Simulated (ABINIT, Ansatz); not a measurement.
# CdH2 (Fm-3m): zone-centre phonons

Aim: the zone-centre modes of CdH2 (Fm-3m).

Main program and level: ABINIT 10.8.3; DFT LDA, scalar-relativistic, plane waves, PseudoDojo stringent norm-conserving pseudopotentials.

The structure was built from a prototype and need not be the compound's stable phase.

## Step 1: The structure

The structure is cubic, space group Fm-3m (No. 225). The conventional cell has a = 4.967 Å, b = 4.967 Å, c = 4.967 Å, α = 90.00°, β = 90.00°, γ = 90.00°. Cd has 8 H at 2.15 Å nearest. Nearest to H lie 4 Cd at 2.15 Å. Farther neighbours are not listed.

## Step 2: Relaxing the cell and atoms

The harmonic expansion needs vanishing forces, and a free crystal bears no stress, so cell and atoms are brought to rest. Stress is more sensitive to the basis than forces are: the last 3 Ha under the cutoff are smoothed with ecutsm.

The starting cell comes from a relaxation made beforehand in Ansatz (LDA, PseudoDojo NC).

Input file relax.abi:

```
# relaxation
ionmov 2
optcell 2
dilatmx 1.08
ntime 40
tolmxf 1.0d-05
tolvrs 1.0d-14
prtwf 0
prtden 0
chksymtnons 0

# basis, mesh and filling
ecut 57.0
ecutsm 3.0
ngkpt 10 10 10
nshiftk 1
shiftk 0.0 0.0 0.0
istwfk *1
occopt 3
tsmear 0.01
nband 18
nstep 100
diemac 1000000.0
prtebands 0
prtgsr 0
useylm 1

# cell and atoms
acell 3*1.0 Angstrom
rprim 
    -2.483494611 0.0 2.483494611
    0.0 2.483494611 2.483494611
    -2.483494611 2.483494611 0.0
ntypat 2
znucl 48 1
natom 3
typat 1 2 2
xred 
    0.0 0.0 0.0
    0.75 0.75 0.75
    0.25 0.25 0.25
pp_dirpath "./pseudo"
pseudos "Cd.upf, H.upf"
```

Run with:

```
OMP_NUM_THREADS=1 mpirun -n 4 abinit relax.abi > relax.log
```

Numbers of over 12 decimals in the logs are rounded to 6 here.

relax.abo, the main output file:

```text
[banners, grids, parts of the stress and lines that vanish by symmetry left out]
- input  file    -> relax.abi
- output file    -> relax.abo
- root for input  files -> relaxi
[...]
Symmetries : space group Fm -3 m (#225); Bravais cF (face-center cubic)
[...]
mpw =        5385          nfft =      125000          nkpt =          47
[...]
== DATASET  1 ==================================================================
[...]
cutoff_energies: {ecut:  57.0, pawecutdg:  -1.0, }
[...]
ETOT  1  -175.24677748006    -1.752E+02 6.871E+00 1.983E+03
 ETOT  2  -176.03380395767    -7.870E-01 3.367E-01 3.537E+03
 ETOT  3  -176.35306071516    -3.193E-01 5.078E-02 2.874E+02
 ETOT  4  -176.37760281676    -2.454E-02 5.708E-03 2.069E+01
 ETOT  5  -176.37954079349    -1.938E-03 3.435E-03 1.016E+00
[...]
At SCF step   13       vres2   =  2.23E-15 < tolvrs=  1.00E-14 =>converged.
[...]
sigma(1 1)= -2.26667403E-07  sigma(3 2)=  0.00000000E+00
  sigma(2 2)= -2.26667403E-07  sigma(3 1)=  0.00000000E+00
  sigma(3 3)= -2.26667403E-07  sigma(2 1)=  0.00000000E+00
[...]
convergence: {deltae: -6.764E-12, res2:  2.226E-15, residm:  1.538E-04, diffor: null, }
etotal    :  -1.76379638E+02
[...]
ETOT  1  -176.37963783266    -1.764E+02 2.413E-04 4.327E-04
[...]
At SCF step    8       vres2   =  3.33E-16 < tolvrs=  1.00E-14 =>converged.
[...]
sigma(1 1)= -1.76773460E-07  sigma(3 2)=  0.00000000E+00
  sigma(2 2)= -1.76773460E-07  sigma(3 1)=  0.00000000E+00
  sigma(3 3)= -1.76773460E-07  sigma(2 1)=  0.00000000E+00
[...]
convergence: {deltae: -5.457E-12, res2:  3.332E-16, residm:  2.743E-04, diffor: null, }
etotal    :  -1.76379638E+02
[...]
ETOT  1  -176.37963749501    -1.764E+02 2.179E-04 5.434E-03
[...]
ETOT  7  -176.37963786297     1.464E-11 2.341E-05 2.265E-12
 ETOT  8  -176.37963786299    -1.930E-11 2.516E-05 4.298E-15
 At SCF step    8       vres2   =  4.30E-15 < tolvrs=  1.00E-14 =>converged.
[...]
sigma(1 1)=  6.04298278E-11  sigma(3 2)=  0.00000000E+00
  sigma(2 2)=  6.04298243E-11  sigma(3 1)=  0.00000000E+00
  sigma(3 3)=  6.04298330E-11  sigma(2 1)=  0.00000000E+00
[...]
convergence: {deltae: -1.930E-11, res2:  4.298E-15, residm:  2.516E-05, diffor: null, }
etotal    :  -1.76379638E+02
[...]
At Broyd/MD step   3, gradients are converged :
[...]
sigma(1 1)=  6.04298278E-11  sigma(3 2)=  0.00000000E+00
  sigma(2 2)=  6.04298243E-11  sigma(3 1)=  0.00000000E+00
  sigma(3 3)=  6.04298330E-11  sigma(2 1)=  0.00000000E+00
[...]
- sigma(1 1)=  1.77790692E-06  sigma(3 2)=  0.00000000E+00
- sigma(2 2)=  1.77790681E-06  sigma(3 1)=  0.00000000E+00
- sigma(3 3)=  1.77790707E-06  sigma(2 1)=  0.00000000E+00
[...]
fcart     -0.0000000000E+00 -0.0000000000E+00 -0.0000000000E+00
           strten      6.0429827808E-11  6.0429824339E-11  6.0429833013E-11
================================================================================

[key lines of the parts left out:]
pressure_GPa:  -1.7779E-06
Total energy (etotal) [Ha]= -1.76379637862986E+02
```

The job ended after 92 s (4 MPI ranks of Intel Xeon Platinum 8488C (Sapphire Rapids), shared host).

Little changed from the start: no atom moved by 0.005 Å and no cell edge by 0.1 %.

Read from the output:

| Quantity | Value |
| --- | --- |
| volume per atom | 10.21 Å³ |
| pressure | -1.78e-6 GPa |
| gap on the k-mesh | 0 eV |

## Step 3: Self-consistent run for the response

The response is built on these wavefunctions, so the potential is converged far more tightly than an energy would need. ecutsm is kept as in the relaxation, so that the cell stays at rest. Occupations are smeared.

Input file gs.abi:

```
# ground state
tolvrs 1.0d-16
prtden 1
prtwf 1

# basis, mesh and filling
ecut 57.0
ecutsm 3.0
ngkpt 12 12 12
nshiftk 1
shiftk 0.0 0.0 0.0
istwfk *1
occopt 3
tsmear 0.01
nband 18
nstep 100
diemac 1000000.0
prtebands 0
prtgsr 0
useylm 1

# cell and atoms
acell 3*1.0 Angstrom
rprim 
    -2.483571339 0.0 2.483571339
    0.0 2.483571339 2.483571339
    -2.483571339 2.483571339 0.0
ntypat 2
znucl 48 1
natom 3
typat 1 2 2
xred 
    0.0 0.0 0.0
    0.75 0.75 0.75
    0.25 0.25 0.25
pp_dirpath "./pseudo"
pseudos "Cd.upf, H.upf"
```

Run with:

```
OMP_NUM_THREADS=1 mpirun -n 4 abinit gs.abi > gs.log
```

gs.abo, the main output file:

```text
[banners, grids, parts of the stress and lines that vanish by symmetry left out]
- input  file    -> gs.abi
- output file    -> gs.abo
- root for input  files -> gsi
[...]
Symmetries : space group Fm -3 m (#225); Bravais cF (face-center cubic)
[...]
mpw =        4279          nfft =      110592          nkpt =          72
[...]
== DATASET  1 ==================================================================
[...]
cutoff_energies: {ecut:  57.0, pawecutdg:  -1.0, }
[...]
ETOT  1  -175.25148478777    -1.753E+02 6.392E+00 1.748E+03
 ETOT  2  -176.02835461060    -7.769E-01 4.180E-01 3.152E+03
 ETOT  3  -176.35232399887    -3.240E-01 4.931E-02 2.573E+02
 ETOT  4  -176.37784289326    -2.552E-02 2.646E-02 1.605E+01
 ETOT  5  -176.37958006218    -1.737E-03 1.791E-02 7.730E-01
[...]
ETOT 13  -176.37966414497     7.844E-12 1.457E-04 1.722E-15
 ETOT 14  -176.37966414497    -7.645E-12 2.495E-04 9.263E-19
 At SCF step   14       vres2   =  9.26E-19 < tolvrs=  1.00E-16 =>converged.
[...]
sigma(1 1)=  5.76792932E-07  sigma(3 2)=  0.00000000E+00
  sigma(2 2)=  5.76792932E-07  sigma(3 1)=  0.00000000E+00
  sigma(3 3)=  5.76792932E-07  sigma(2 1)=  0.00000000E+00
[...]
convergence: {deltae: -7.645E-12, res2:  9.263E-19, residm:  2.495E-04, diffor: null, }
etotal    :  -1.76379664E+02
[...]
sigma(1 1)=  5.76792932E-07  sigma(3 2)=  0.00000000E+00
  sigma(2 2)=  5.76792932E-07  sigma(3 1)=  0.00000000E+00
  sigma(3 3)=  5.76792932E-07  sigma(2 1)=  0.00000000E+00
[...]
- sigma(1 1)=  1.69698339E-02  sigma(3 2)=  0.00000000E+00
- sigma(2 2)=  1.69698339E-02  sigma(3 1)=  0.00000000E+00
- sigma(3 3)=  1.69698339E-02  sigma(2 1)=  0.00000000E+00
[...]
fcart     -0.0000000000E+00 -0.0000000000E+00 -0.0000000000E+00
           strten      5.7679293185E-07  5.7679293185E-07  5.7679293185E-07
================================================================================

[key lines of the parts left out:]
pressure_GPa:  -1.6970E-02
```

Wall time 56 s (4 MPI ranks).

Numbers from this step:

```
pressure : -0.01697 GPa
```

The cell stands at -0.017 GPa, close enough for phonons.

## Step 4: Linear response at Γ

At q = 0 one unit cell holds all displacements. The response is solved for single atoms along the cell's directions, and symmetry skips those that follow from others. The crystal is treated as a metal, which screens a static field, so no field response is asked.

Input file dfpt_gamma.abi:

```

# common to the responses
getwfk_filepath "gso_WFK"
kptopt 2
nqpt 1
qpt 0.0 0.0 0.0
asr 0
chneut 0

# displacements
rfphon 1
rfatpol 1 3
rfdir 1 1 1
tolvrs 1.0d-10
prtwf 0

# basis, mesh and filling
ecut 57.0
ecutsm 3.0
ngkpt 12 12 12
nshiftk 1
shiftk 0.0 0.0 0.0
istwfk *1
occopt 3
tsmear 0.01
nband 18
nstep 100
diemac 1000000.0
prtebands 0
prtgsr 0
useylm 1

# cell and atoms
acell 3*1.0 Angstrom
rprim 
    -2.483571339 0.0 2.483571339
    0.0 2.483571339 2.483571339
    -2.483571339 2.483571339 0.0
ntypat 2
znucl 48 1
natom 3
typat 1 2 2
xred 
    0.0 0.0 0.0
    0.75 0.75 0.75
    0.25 0.25 0.25
pp_dirpath "./pseudo"
pseudos "Cd.upf, H.upf"
```

Run with:

```
OMP_NUM_THREADS=1 mpirun -n 4 abinit dfpt_gamma.abi > dfpt_gamma.log
```

dfpt_gamma.abo, the main output file:

```text
[banners, grids, parts of the stress and lines that vanish by symmetry left out]
- input  file    -> dfpt_gamma.abi
- output file    -> dfpt_gamma.abo
- root for input  files -> dfpt_gammai
- root for output files -> dfpt_gammao

 Symmetries : space group Fm -3 m (#225); Bravais cF (face-center cubic)
================================================================================
 Values of the parameters that define the memory need of the present run (RF).
     intxc =       0      iscf =       7    lmnmax =      18     lnmax =       6
     mgfft =      48  mpssoang =       3    mqgrid =    3001     natom =       3
  nloc_mem =       1    nspden =       1   nspinor =       1    nsppol =       1
      nsym =      48    n1xccc =    2501    ntypat =       2    occopt =       3
   xclevel =       1
-    mband =          18        mffmem =           1         mkmem =         217
-   mkqmem =         217        mk1mem =         217           mpw =        4279
      nfft =      110592          nkpt =         868
- my_mband =          18
================================================================================
================================================================================

--------------------------------------------------------------------------------
------------- Echo of variables that govern the present computation ------------
--------------------------------------------------------------------------------
-
- outvars: echo of selected default values
-   iomode0 =  0 , fftalg0 =312 , wfoptalg0 =  0
-
- outvars: echo of global parameters not present in the input file
-  max_nthreads =    1
-
 -outvars: echo values of preprocessed input variables
 [... echo left out ...]
================================================================================

 chkinp: Checking input parameters for consistency.

[...]
== DATASET  1 ==================================================================
-   mpi_nproc: 4, omp_nthreads: 1 (-1 if OMP is not activated)

--- !DatasetInfo
iteration_state: {dtset: 1, }
dimensions: {natom: 3, nkpt: 868, mband: 18, nsppol: 1, nspinor: 1, nspden: 1, mpw: 4279, }
cutoff_energies: {ecut:  57.0, pawecutdg:  -1.0, }
electrons: {nelect:   2.20000000E+01, charge:   0.00000000E+00, occopt:   3.00000000E+00, tsmear:   1.00000000E-02, }
meta: {optdriver: 1, rfphon: 1, }
...

 mkfilename: getwfk from: gso_WFK

 Real(R)+Recip(G) space primitive vectors, cartesian coordinates (Bohr,Bohr^-1):
 R(1)= -4.6932696  0.0000000  4.6932696  G(1)= -0.1065355 -0.1065355  0.1065355
 R(2)=  0.0000000  4.6932696  4.6932696  G(2)=  0.1065355  0.1065355  0.1065355
 R(3)= -4.6932696  4.6932696  0.0000000  G(3)= -0.1065355  0.1065355 -0.1065355
 Unit cell volume ucvol=  2.0675524E+02 bohr^3
 Angles (23,13,12)=  6.00000000E+01  6.00000000E+01  6.00000000E+01 degrees
 setup1 : take into account q-point for computing boxcut.

 getcut: wavevector=  0.0000  0.0000  0.0000  ngfft=  48  48  48
         ecut(hartree)=     57.000   => boxcut(ratio)=   2.12789

--- Pseudopotential description ------------------------------------------------
- pspini: atom type   1  psp file is ./pseudo/Cd.upf

- pspini: atom type   2  psp file is ./pseudo/H.upf

   5.29746406E+02                                ecore*ucvol(ha*bohr**3)
--------------------------------------------------------------------------------

 ==>  initialize data related to q vector <==

 The list of irreducible perturbations for this q vector is:
    1)    idir= 1    ipert=   1
    2)    idir= 1    ipert=   2

[...]
The perturbation idir=   2  ipert=   1 is
 symmetric of a previously calculated perturbation.
 So, its SCF calculation is not needed.

 The perturbation idir=   3  ipert=   1 is
 symmetric of a previously calculated perturbation.
 So, its SCF calculation is not needed.

 The perturbation idir=   2  ipert=   2 is
 symmetric of a previously calculated perturbation.
 So, its SCF calculation is not needed.

 The perturbation idir=   3  ipert=   2 is
 symmetric of a previously calculated perturbation.
 So, its SCF calculation is not needed.

 The perturbation idir=   1  ipert=   3 is
 symmetric of a previously calculated perturbation.
 So, its SCF calculation is not needed.

 The perturbation idir=   2  ipert=   3 is
 symmetric of a previously calculated perturbation.
 So, its SCF calculation is not needed.

 The perturbation idir=   3  ipert=   3 is
 symmetric of a previously calculated perturbation.
 So, its SCF calculation is not needed.

--------------------------------------------------------------------------------
 Perturbation wavevector (in red.coord.)   0.000000  0.000000  0.000000
 Perturbation : displacement of atom   1   along direction   1
 Found     4 symmetries that leave the perturbation invariant.

[...]
dfpt_looppert : total number of electrons, from k and k+q
  fully or partially occupied states are    2.200000E+01 and    2.200000E+01.
 Initialisation of the first-order wave-functions :
  ireadwf=   0

--- !BeginCycle
iteration_state: {dtset: 1, }
solver: {iscf: 7, nstep: 100, nline: 4, wfoptalg: 0, }
tolerances: {tolvrs: 1.00E-10, }
...

     iter   2DEtotal(Ha)        deltaE(Ha) residm    vres2
-ETOT  1   6.013400     -1.826E+04 2.151E+02 1.126E+02
 ETOT  2 -5.69231960520256E-02 -6.070E+00 1.228E+00 4.587E+01
 ETOT  3 -8.20794325239831E-02 -2.516E-02 1.338E-01 1.071E+00
 ETOT  4 -8.23801324271471E-02 -3.007E-04 3.457E-01 2.204E-02
 ETOT  5 -8.23828235492101E-02 -2.691E-06 7.936E-03 7.047E-04
[...]
At SCF step   10       vres2   =  1.73E-12 < tolvrs=  1.00E-10 =>converged.
[...]
Mean square residual over all n,k,spin=   69.373E-08; max=  18.057E-04

 Thirteen components of 2nd-order total energy (hartree) are
 1,2,3: 0th-order hamiltonian combined with 1st-order wavefunctions
     kin0=   1.47912492E+04 eigvalue=   8.68747008E+02  local=  -9.55233266E+03
 4,5,6: 1st-order hamiltonian combined with 1st and 0th-order wfs
 loc psp =  -1.37946874E+04  Hartree=   3.94554981E+03     xc=  -5.51080963E+02
 note that "loc psp" includes a xc core correction that could be resolved
 7,8,9: eventually, occupation + non-local contributions
    edocc=   2.08607470E+02     enl0=   8.55193322E+03   enl1=  -2.27306588E+04
 1-9 gives the relaxation energy (to be shifted if some occ is /=2.0)
   erelax=  -1.82626731E+04
 10,11,12 Non-relaxation  contributions : frozen-wavefunctions and Ewald
 fr.local=   6.96686222E+03 fr.nonlo=   1.13783138E+04  Ewald=   3.57004010E+01
 13,14 Frozen wf xc core corrections (1) and (2)
 frxc 1  =  -8.78484733E+02  frxc 2 =   7.60199011E+02
 Resulting in :
 2DEtotal=   -0.8238291013E-01 Ha. Also 2DEtotal=   -0.224175318760E+01 eV
    (2DErelax=   -1.8262673088E+04 Ha. 2DEnonrelax=    1.8262590705E+04 Ha)
    (  non-var. 2DEtotal :   -8.2381787744E-02 Ha)

[...]
Perturbation wavevector (in red.coord.)   0.000000  0.000000  0.000000
 Perturbation : displacement of atom   2   along direction   1
 Found     2 symmetries that leave the perturbation invariant.

--------------------------------------------------------------------------------

--------------------------------------------------------------------------------

 dfpt_looppert : total number of electrons, from k and k+q
  fully or partially occupied states are    2.200000E+01 and    2.200000E+01.
 Initialisation of the first-order wave-functions :
  ireadwf=   0

--- !BeginCycle
iteration_state: {dtset: 1, }
solver: {iscf: 7, nstep: 100, nline: 4, wfoptalg: 0, }
tolerances: {tolvrs: 1.00E-10, }
...

     iter   2DEtotal(Ha)        deltaE(Ha) residm    vres2
-ETOT  1  0.512760     -4.061E+01 4.939E+00 1.188E+03
[...]
ETOT  9  0.369656     -5.774E-11 2.313E-04 6.390E-10
 ETOT 10  0.369656     -3.482E-13 9.459E-05 4.226E-12

 At SCF step   10       vres2   =  4.23E-12 < tolvrs=  1.00E-10 =>converged.
[...]
Mean square residual over all n,k,spin=   25.966E-09; max=  94.588E-06

 Thirteen components of 2nd-order total energy (hartree) are
 1,2,3: 0th-order hamiltonian combined with 1st-order wavefunctions
     kin0=   3.91199969E+01 eigvalue=  -1.22137967E+00  local=  -6.85646373E+00
 4,5,6: 1st-order hamiltonian combined with 1st and 0th-order wfs
 loc psp =  -5.87888401E+01  Hartree=   8.81994434E+00     xc=  -5.38434258E+00
 note that "loc psp" includes a xc core correction that could be resolved
 7,8,9: eventually, occupation + non-local contributions
    edocc=   6.64147681E+00     enl0=  -3.65374303E-01   enl1=  -2.27188753E+01
 1-9 gives the relaxation energy (to be shifted if some occ is /=2.0)
   erelax=  -4.07538577E+01
 10,11,12 Non-relaxation  contributions : frozen-wavefunctions and Ewald
 fr.local=   1.12876209E+01 fr.nonlo=   1.10931820E+01  Ewald=   1.87427105E+01
 13,14 Frozen wf xc core corrections (1) and (2)
 frxc 1  =   0.00000000E+00  frxc 2 =   0.00000000E+00
 Resulting in :
 2DEtotal=    0.3696556878E+00 Ha. Also 2DEtotal=    0.100588436993E+02 eV
    (2DErelax=   -4.0753857725E+01 Ha. 2DEnonrelax=    4.1123513413E+01 Ha)
    (  non-var. 2DEtotal :    3.6965567636E-01 Ha)

[...]
---- first-order wavefunction calculations are completed ----

 ==> Compute Derivative Database <==

 [... matrices left out ...]
  Phonon wavevector (reduced coordinates) :  0.00000  0.00000  0.00000
 Phonon energies in Hartree :
  -7.288404E-04 -7.288404E-04 -7.288404E-04  1.411783E-05  1.411783E-05
   1.411783E-05  3.107323E-03  3.107323E-03  3.107323E-03
 Phonon frequencies in cm-1    :
- -1.599620E+02 -1.599620E+02 -1.599620E+02  3.098506E+00  3.098506E+00
-  3.098506E+00  6.819785E+02  6.819785E+02  6.819785E+02

== END DATASET(S) ==============================================================
================================================================================

 -outvars: echo values of variables after computation
            acell      1.8897261259E+00  1.8897261259E+00  1.8897261259E+00 Bohr
           etotal      3.6965568782E-01
            fcart      0.0000000000E+00  0.0000000000E+00  0.0000000000E+00
           strten      0.0000000000E+00  0.0000000000E+00  0.0000000000E+00
================================================================================
```

Run time: 7.4 min. Hardware: 4 MPI ranks.

Numbers from this step:

| Quantity | Value |
| --- | --- |
| largest acoustic frequency at the zone centre before the sum rule | 3.1 cm⁻¹ |
| highest optical zone-centre mode (no LO-TO term) | 682.0 cm⁻¹ |
| lowest optical zone-centre mode | -160.0 cm⁻¹ |

The acoustic modes at Γ come out as far as 3.1 cm⁻¹ from zero, where they should vanish, a small numerical error. The lowest optical mode is imaginary, 160i cm⁻¹, an instability at this level and on this k mesh.

(Part 1 of 2 ends here.)

[Host names and launcher messages were left out of these logs when they were recorded.]

[Logs are printed without paths, hosts, clocks, repeated set-up lines and the standing remarks that a program may print on its own settings, such as how far it seeks lower states.]

[Hosts, paths, dates, database ids (printed as entryN), source tags and the programs' standing remarks are cut or masked in the printed files.]
